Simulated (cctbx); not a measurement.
## A crystallographic session in cctbx: KCoCuAsS4

Library: cctbx 2025.11. The data are simulated by the first script.

## 1. Simulate the data

run.py:

```python
from cctbx import adptbx, crystal, miller, sgtbx, xray
from cctbx.array_family import flex
from iotbx.shelx import hklf
from scitbx import matrix
import scitbx.random

cs = crystal.symmetry(unit_cell=(7.637, 18.148, 5.511, 90, 90, 90), space_group_symbol='Hall: A 2 -2a')  # Ama2
atoms = [  # label, site, U (iso, or U11 U22 U33 U12 U13 U23 in A^2), occupancy
    ("As1", (0.75, 0.3899, 0.1091), 0.0172, 1),
    ("Cu1", (0.5, 0, 0.6228), 0.0157, 1),
    ("Co1", (0.75, 0.3943, 0.5891), 0.0215, 1),
    ("K1", (0.25, 0.3195, 0.8549), 0.0174, 1),
    ("S1", (0.75, 0.4907, 0.8703), 0.0209, 1),
    ("S2", (0.5033, 0.3881, 0.3383), 0.0233, 1),
    ("S3", (0.75, 0.2957, 0.8743), 0.0257, 1),
]
xs = xray.structure(crystal_symmetry=cs)
for label, site, u, occ in atoms:
    u = adptbx.u_cif_as_u_star(cs.unit_cell(), u) if isinstance(u, tuple) else u
    xs.add_scatterer(xray.scatterer(label, site=site, u=u, occupancy=occ))
xs.set_inelastic_form_factors(0.71073, "sasaki")
xs.show_summary()
p1 = xs.expand_to_p1()
ms = miller.build_set(p1, anomalous_flag=True, d_min=0.77)
flex.set_random_seed(441697)
scitbx.random.set_random_seed(441697)
ms = ms.select(flex.random_double(ms.size()) < 0.9)
i = ms.structure_factors_from_scatterers(p1, algorithm="direct").f_calc().as_intensity_array().data()
i = i / flex.sqrt(1 + 0.3 * i / flex.max(i))  # extinction
i = i * 5000 / flex.max(i)
sig = flex.sqrt(i + flex.pow2(0.04 * i) + 15 ** 2)
noise = scitbx.random.variate(scitbx.random.normal_distribution())(i.size())
data = ms.array(data=i + sig * noise, sigmas=sig).set_observation_type_xray_intensity()
with open("data.hkl", "w") as f:
    data.export_as_shelx_hklf(f)
print("reflections written:", data.size(), " <I/sigma> = %.1f" % flex.mean(data.data() / data.sigmas()))
for h, a, b in list(data.sort("data"))[:12]:
    print("%4d%4d%4d %9.1f %7.1f" % (h + (a, b)))
```

```console
$ python run.py
```

```text
Number of scatterers: 7
At special positions: 6
Unit cell: (7.637, 18.148, 5.511, 90, 90, 90)
Space group: A m a 2 (No. 40)
reflections written: 6243  <I/sigma> = 2.5
   4   0   0    4953.0   212.7
  -4   0   0    4784.7   212.7
  -2   4  -2    3472.9   144.9
   0 -10   0    3449.7   143.4
   2   4  -2    3357.6   144.9
   2  -4   2    3353.0   144.3
   2   4   2    3248.1   144.3
  -2  -4  -2    3209.2   144.9
   0  10   0    3146.4   143.4
   2  -4  -2    3074.0   144.9
  -2   4   2    3057.3   144.3
   0   0   4    2882.5   122.1
```

It took 0.25 s on 1 thread of Arm Neoverse V2 (shared host), peak memory 0.07 GiB.

## 2. Refinement (refined in the given hand)

run.py:

```python
import math
from cctbx import adptbx, crystal, maptbx, sgtbx, xray
from cctbx.array_family import flex
from cctbx.xray import observations
from iotbx.shelx import hklf
from scitbx.lstbx import normal_eqns_solving
from smtbx import absolute_structure, utils
from smtbx.refinement import constraints, least_squares

cs = crystal.symmetry(unit_cell=(7.637, 18.148, 5.511, 90, 90, 90), space_group_symbol='Hall: A 2 -2a')  # Ama2
atoms = [  # label, site, U (iso, or U11 U22 U33 U12 U13 U23 in A^2), occupancy
    ("As1", (0.75, 0.3907, 0.1052), 0.0200, 1),
    ("Cu1", (0.5, 0, 0.6231), 0.0200, 1),
    ("Co1", (0.75, 0.3926, 0.5919), 0.0200, 1),
    ("K1", (0.25, 0.3178, 0.856), 0.0200, 1),
    ("S1", (0.75, 0.4903, 0.866), 0.0200, 1),
    ("S2", (0.5032, 0.3875, 0.3385), 0.0200, 1),
    ("S3", (0.75, 0.295, 0.8761), 0.0200, 1),
]
xs = xray.structure(crystal_symmetry=cs)
for label, site, u, occ in atoms:
    u = adptbx.u_cif_as_u_star(cs.unit_cell(), u) if isinstance(u, tuple) else u
    xs.add_scatterer(xray.scatterer(label, site=site, u=u, occupancy=occ))
xs.set_inelastic_form_factors(0.71073, "sasaki")
xs.convert_to_anisotropic()
raw = hklf.reader(file_name="data.hkl").as_miller_arrays(crystal_symmetry=cs, anomalous=True)[0]
merged = raw.eliminate_sys_absent().merge_equivalents()
fo2 = merged.array().set_observation_type_xray_intensity()
print("Rint %.3f, %d unique reflections to %.2f A" % (merged.r_int(), fo2.size(), fo2.d_min()))
for sc in xs.scatterers():
    sc.flags.set_grad_site(True)
    sc.flags.set_grad_u_aniso(sc.flags.use_u_aniso())
    sc.flags.set_grad_u_iso(sc.flags.use_u_iso())
obs = fo2.as_xray_observations()
extra = {}
rep = constraints.reparametrisation(xs, [], utils.connectivity_table(xs), **extra)
ls = least_squares.crystallographic_ls(obs, rep, weighting_scheme=least_squares.mainstream_shelx_weighting(a=0, b=0))
print("cycle     R1     wR2    GooF  max shift (A)")
for cycle in range(8):
    ls.build_up()
    r1, wr2, goof = ls.r1_factor(cutoff_factor=2)[0], ls.wR2(), ls.goof()
    old = xs.sites_cart()
    normal_eqns_solving.levenberg_marquardt_iterations(ls, n_max_iterations=3, tau=1e-06, step_threshold=1e-7)
    big = flex.max((xs.sites_cart() - old).norms())
    print("%4d %7.4f %7.4f %7.3f %9.5f" % (cycle + 1, r1, wr2, goof, big))
    ls.build_up(objective_only=True)
    if abs(ls.wR2() - wr2) < 5e-5 and big < 5e-4:
        break
ls.build_up()
print("final R1 %.4f wR2 %.4f GooF %.3f  parameters %d  data/parameter %.1f" % (ls.r1_factor(cutoff_factor=2)[0], ls.wR2(), ls.goof(), ls.n_parameters, fo2.size() / ls.n_parameters))
cov = ls.covariance_matrix_and_annotations()
su = dict(zip(cov.annotations, (math.sqrt(max(v, 0)) for v in cov.matrix.matrix_packed_u_diagonal())))
a2 = cs.unit_cell().reciprocal_parameters()[0] ** -2
print("atom        x        y        z      Ueq    occ   su(xyz)  su(Uiso or U11)")
for sc in xs.scatterers():
    s = max(su.get(sc.label + k, 0) for k in (".x", ".y", ".z"))
    npd = "" if sc.is_positive_definite_u(cs.unit_cell()) else "  NPD"
    print("%-5s %8.5f %8.5f %8.5f %8.4f %6.3f %8.5f %7.4f%s" % ((sc.label,) + sc.site + (sc.u_iso_or_equiv(cs.unit_cell()), sc.occupancy, s, su.get(sc.label + ".uiso", su.get(sc.label + ".u11", 0) * a2), npd)))
fc = fo2.structure_factors_from_scatterers(xs, algorithm="direct").f_calc()
absolute_structure.flack_analysis(xs, fo2.as_xray_observations()).show()
h = absolute_structure.hooft_analysis(fo2, fc, scale_factor=ls.scale_factor())
print("Hooft y: %.3f(%.0f)  Bijvoet pairs: %d" % (h.hooft_y, 1000 * h.sigma_y, h.n_bijvoet_pairs))
fo = fo2.f_sq_as_f()
fc = fo.structure_factors_from_scatterers(xs, algorithm="direct").f_calc()
diff = fo.f_obs_minus_f_calc(1 / math.sqrt(ls.scale_factor()), fc).average_bijvoet_mates()
m = diff.fft_map(symmetry_flags=maptbx.use_space_group_symmetry, resolution_factor=0.25).apply_volume_scaling()
print("difference map: max %.2f min %.2f rms %.2f" % (m.statistics().max(), m.statistics().min(), m.statistics().sigma()))
peaks = m.peak_search(parameters=maptbx.peak_search_parameters(min_distance_sym_equiv=0.6, max_clusters=6)).all()
near = xs.closest_distances(peaks.sites(), distance_cutoff=4)
sps = cs.special_position_settings(min_distance_sym_equiv=0.5)
for k, (x, h) in enumerate(zip(peaks.sites(), peaks.heights())):
    ss = sps.site_symmetry(x)
    print("Q%-3d %7.4f %7.4f %7.4f %4d %7.2f  %.2f A from %s" % ((k + 1,) + tuple(t % 1 for t in ss.exact_site()) + (ss.multiplicity(), h, near.smallest_distances[k], xs.scatterers()[near.i_seqs[k]].label)))
```

```console
$ python run.py
```

```text
Rint 0.091, 940 unique reflections to 0.77 A
cycle     R1     wR2    GooF  max shift (A)
   1  0.0719  0.1324   1.631   0.03709
   2  0.0418  0.0782   0.963   0.00009
final R1 0.0418 wR2 0.0782 GooF 0.963  parameters 44  data/parameter 21.4
atom        x        y        z      Ueq    occ   su(xyz)  su(Uiso or U11)
As1    0.75000  0.38989  0.10898   0.0170  1.000  0.00032  0.0006
Cu1    0.50000  0.00000  0.62229   0.0154  1.000  0.00032  0.0007
Co1    0.75000  0.39425  0.58792   0.0213  1.000  0.00039  0.0009
K1     0.25000  0.31952  0.85406   0.0175  1.000  0.00088  0.0012
S1     0.75000  0.49045  0.86808   0.0210  1.000  0.00085  0.0016
S2     0.50321  0.38795  0.33752   0.0225  1.000  0.00068  0.0010
S3     0.75000  0.29593  0.87564   0.0248  1.000  0.00097  0.0016
Flack x: 0.06(5)
Hooft y: 0.001(48)  Bijvoet pairs: 422
difference map: max 0.99 min -1.19 rms 0.28
Q1    0.2500  0.1935  0.0245    4    1.05  1.63 A from Co1
Q2    0.0669  0.0527  0.1133    8    1.05  1.70 A from Co1
Q3    0.1641  0.4124  0.7765    8    0.99  1.86 A from K1
Q4    0.0251  0.4074  0.7036    8    0.98  2.06 A from S2
Q5    0.2500  0.1867  0.2316    4    0.97  0.85 A from S3
Q6    0.1686  0.4191  0.1162    8    0.96  1.88 A from S2
```

Time: 0.44 s.

## 3. Refinement

run.py, as its changes from the last script of this kind:

```diff
@@ -12,7 +12,7 @@
-    ("As1", (0.75, 0.3907, 0.1052), 0.0200, 1),
-    ("Cu1", (0.5, 0, 0.6231), 0.0200, 1),
-    ("Co1", (0.75, 0.3926, 0.5919), 0.0200, 1),
-    ("K1", (0.25, 0.3178, 0.856), 0.0200, 1),
-    ("S1", (0.75, 0.4903, 0.866), 0.0200, 1),
-    ("S2", (0.5032, 0.3875, 0.3385), 0.0200, 1),
-    ("S3", (0.75, 0.295, 0.8761), 0.0200, 1),
+    ("As1", (0.25, 0.61011, 0.89102), 0.0170, 1),
+    ("Cu1", (0.5, 0, 0.37771), 0.0154, 1),
+    ("Co1", (0.25, 0.60575, 0.41208), 0.0213, 1),
+    ("K1", (0.75, 0.68048, 0.14594), 0.0175, 1),
+    ("S1", (0.25, 0.50955, 0.13192), 0.0210, 1),
+    ("S2", (0.49679, 0.61205, 0.66248), 0.0225, 1),
+    ("S3", (0.25, 0.70407, 0.12436), 0.0248, 1),
```

```console
$ python run.py
```

```text
Rint 0.091, 940 unique reflections to 0.77 A
cycle     R1     wR2    GooF  max shift (A)
   1  0.0529  0.0985   1.214   0.00717
   2  0.0521  0.0970   1.195   0.00008
final R1 0.0521 wR2 0.0970 GooF 1.195  parameters 44  data/parameter 21.4
atom        x        y        z      Ueq    occ   su(xyz)  su(Uiso or U11)
As1    0.25000  0.61006  0.89113   0.0170  1.000  0.00040  0.0008
Cu1    0.50000  0.00000  0.37776   0.0153  1.000  0.00040  0.0008
Co1    0.25000  0.60581  0.41202   0.0213  1.000  0.00050  0.0012
K1     0.75000  0.68046  0.14582   0.0175  1.000  0.00109  0.0014
S1     0.25000  0.50950  0.13159   0.0215  1.000  0.00107  0.0020
S2     0.49684  0.61195  0.66127   0.0227  1.000  0.00087  0.0013
S3     0.25000  0.70419  0.12562   0.0258  1.000  0.00126  0.0021
Flack x: 0.94(5)
Hooft y: 1.008(49)  Bijvoet pairs: 422
difference map: max 1.12 min -1.29 rms 0.28
Q1    0.2500  0.1926  0.9719    4    1.20  1.61 A from Co1
Q2    0.1625  0.1939  0.4878    8    1.04  1.03 A from S3
Q3    0.0701  0.0527  0.8887    8    1.04  1.68 A from Co1
Q4    0.1637  0.4138  0.2253    8    1.03  1.88 A from K1
Q5    0.1713  0.4183  0.8659    8    1.02  1.83 A from S2
Q6    0.0000  0.0000  0.6652    4    0.95  1.58 A from Cu1
```

Time: 0.43 s.

This run holds a fault made on purpose: the structure inverted.

## 4. Simulate the data

run.py, as its changes from the last script of this kind:

```diff
@@ -21 +21 @@
-xs.set_inelastic_form_factors(0.71073, "sasaki")
+xs.set_inelastic_form_factors(1.54184, "sasaki")
@@ -24,3 +24,3 @@
-ms = miller.build_set(p1, anomalous_flag=True, d_min=0.77)
-flex.set_random_seed(441697)
-scitbx.random.set_random_seed(441697)
+ms = miller.build_set(p1, anomalous_flag=True, d_min=0.83)
+flex.set_random_seed(352489)
+scitbx.random.set_random_seed(352489)
@@ -29,3 +29,3 @@
-i = i / flex.sqrt(1 + 0.3 * i / flex.max(i))  # extinction
-i = i * 5000 / flex.max(i)
-sig = flex.sqrt(i + flex.pow2(0.04 * i) + 15 ** 2)
+i = i / flex.sqrt(1 + 0.1 * i / flex.max(i))  # extinction
+i = i * 70000 / flex.max(i)
+sig = flex.sqrt(i + flex.pow2(0.015 * i) + 2 ** 2)
```

```console
$ python run.py
```

```text
Number of scatterers: 7
At special positions: 6
Unit cell: (7.637, 18.148, 5.511, 90, 90, 90)
Space group: A m a 2 (No. 40)
reflections written: 5100  <I/sigma> = 13.8
  -4   0   0   70641.4  1082.8
   4   0   0   69394.6  1082.8
   2  -4   2   46952.5   700.1
   2   4   2   45083.9   700.1
  -2   4   2   44875.3   700.1
  -2  -4  -2   44504.2   681.8
  -2  -4   2   44287.8   700.1
   2  -4  -2   44141.8   681.8
   2   4  -2   43813.9   681.8
   0 -10   0   43730.1   686.2
   0  10   0   43630.9   686.2
  -2   4  -2   42896.6   681.8
```

Time: 0.26 s.

## 5. Refinement (refined in the given hand)

run.py, as its changes from the last script of this kind:

```diff
@@ -12,7 +12,7 @@
-    ("As1", (0.25, 0.61011, 0.89102), 0.0170, 1),
-    ("Cu1", (0.5, 0, 0.37771), 0.0154, 1),
-    ("Co1", (0.25, 0.60575, 0.41208), 0.0213, 1),
-    ("K1", (0.75, 0.68048, 0.14594), 0.0175, 1),
-    ("S1", (0.25, 0.50955, 0.13192), 0.0210, 1),
-    ("S2", (0.49679, 0.61205, 0.66248), 0.0225, 1),
-    ("S3", (0.25, 0.70407, 0.12436), 0.0248, 1),
+    ("As1", (0.75, 0.3907, 0.1093), 0.0200, 1),
+    ("Cu1", (0.5, 0, 0.6273), 0.0200, 1),
+    ("Co1", (0.75, 0.3962, 0.5842), 0.0200, 1),
+    ("K1", (0.25, 0.3189, 0.8529), 0.0200, 1),
+    ("S1", (0.75, 0.4903, 0.8698), 0.0200, 1),
+    ("S2", (0.5094, 0.3891, 0.3438), 0.0200, 1),
+    ("S3", (0.75, 0.295, 0.8716), 0.0200, 1),
@@ -24 +24 @@
-xs.set_inelastic_form_factors(0.71073, "sasaki")
+xs.set_inelastic_form_factors(1.54184, "sasaki")
```

```console
$ python run.py
```

```text
Rint 0.015, 759 unique reflections to 0.83 A
cycle     R1     wR2    GooF  max shift (A)
   1  0.0722  0.1894  10.399   0.05772
   2  0.0075  0.0171   0.940   0.00003
final R1 0.0076 wR2 0.0171 GooF 0.940  parameters 44  data/parameter 17.2
atom        x        y        z      Ueq    occ   su(xyz)  su(Uiso or U11)
As1    0.75000  0.38989  0.10919   0.0169  1.000  0.00004  0.0001
Cu1    0.50000  0.00000  0.62300   0.0155  1.000  0.00006  0.0001
Co1    0.75000  0.39432  0.58891   0.0212  1.000  0.00007  0.0002
K1     0.25000  0.31948  0.85502   0.0172  1.000  0.00008  0.0002
S1     0.75000  0.49071  0.87044   0.0206  1.000  0.00011  0.0002
S2     0.50331  0.38807  0.33861   0.0232  1.000  0.00010  0.0002
S3     0.75000  0.29567  0.87435   0.0255  1.000  0.00011  0.0002
Flack x: 0.007(2)
Hooft y: 0.003(3)  Bijvoet pairs: 335
difference map: max 0.16 min -0.19 rms 0.03
Q1    0.2500  0.1454  0.4741    4    0.16  0.98 A from As1
Q2    0.2500  0.1471  0.7528    4    0.12  1.04 A from As1
Q3    0.1295  0.2498  0.8459    8    0.11  1.57 A from K1
Q4    0.1001  0.3559  0.3620    8    0.10  0.99 A from S2
Q5    0.1029  0.1426  0.3600    8    0.10  1.59 A from S3
Q6    0.1703  0.0888  0.9693    8    0.10  0.95 A from Co1
```

Time: 0.43 s.

## 6. Simulate the data

run.py, as its changes from the last script of this kind:

```diff
@@ -21 +21 @@
-xs.set_inelastic_form_factors(1.54184, "sasaki")
+xs.set_inelastic_form_factors(0.7749, "sasaki")
@@ -24,3 +24,3 @@
-ms = miller.build_set(p1, anomalous_flag=True, d_min=0.83)
-flex.set_random_seed(352489)
-scitbx.random.set_random_seed(352489)
+ms = miller.build_set(p1, anomalous_flag=True, d_min=0.6)
+flex.set_random_seed(940010)
+scitbx.random.set_random_seed(940010)
@@ -29,3 +29,6 @@
-i = i / flex.sqrt(1 + 0.1 * i / flex.max(i))  # extinction
-i = i * 70000 / flex.max(i)
-sig = flex.sqrt(i + flex.pow2(0.015 * i) + 2 ** 2)
+law = matrix.sqr((-1, 0, 0, 0, -1, 0, 0, 0, -1))
+mate = flex.miller_index([tuple(matrix.row(h) * law) for h in ms.indices()])
+i2 = ms.customized_copy(indices=mate).structure_factors_from_scatterers(p1, algorithm="direct").f_calc().as_intensity_array().data()
+i = (1 - 0.3) * i + 0.3 * i2
+i = i * 20000 / flex.max(i)
+sig = flex.sqrt(i + flex.pow2(0.04 * i) + 15 ** 2)
```

```console
$ python run.py
```

```text
Number of scatterers: 7
At special positions: 6
Unit cell: (7.637, 18.148, 5.511, 90, 90, 90)
Space group: A m a 2 (No. 40)
reflections written: 13316  <I/sigma> = 3.3
  -4   0   0   20239.5   812.5
   4   0   0   19729.7   812.5
  -2  -4  -2   12826.7   517.0
   2   4   2   12710.3   515.7
   2   4  -2   12673.8   517.0
   0 -10   0   12623.1   511.9
  -2   4  -2   12519.9   517.0
   2  -4  -2   12279.4   517.0
  -2  -4   2   12269.1   515.7
  -2   4   2   12105.0   515.7
   2  -4   2   11923.8   515.7
   0   0   4   10070.3   425.4
```

It took 0.33 s on 1 thread of Arm Neoverse V2, on a shared host, peak memory 0.07 GiB.

[Logs are printed without paths, hosts, clocks, repeated set-up lines and the standing remarks that a program may print on its own settings, such as how far it seeks lower states.]
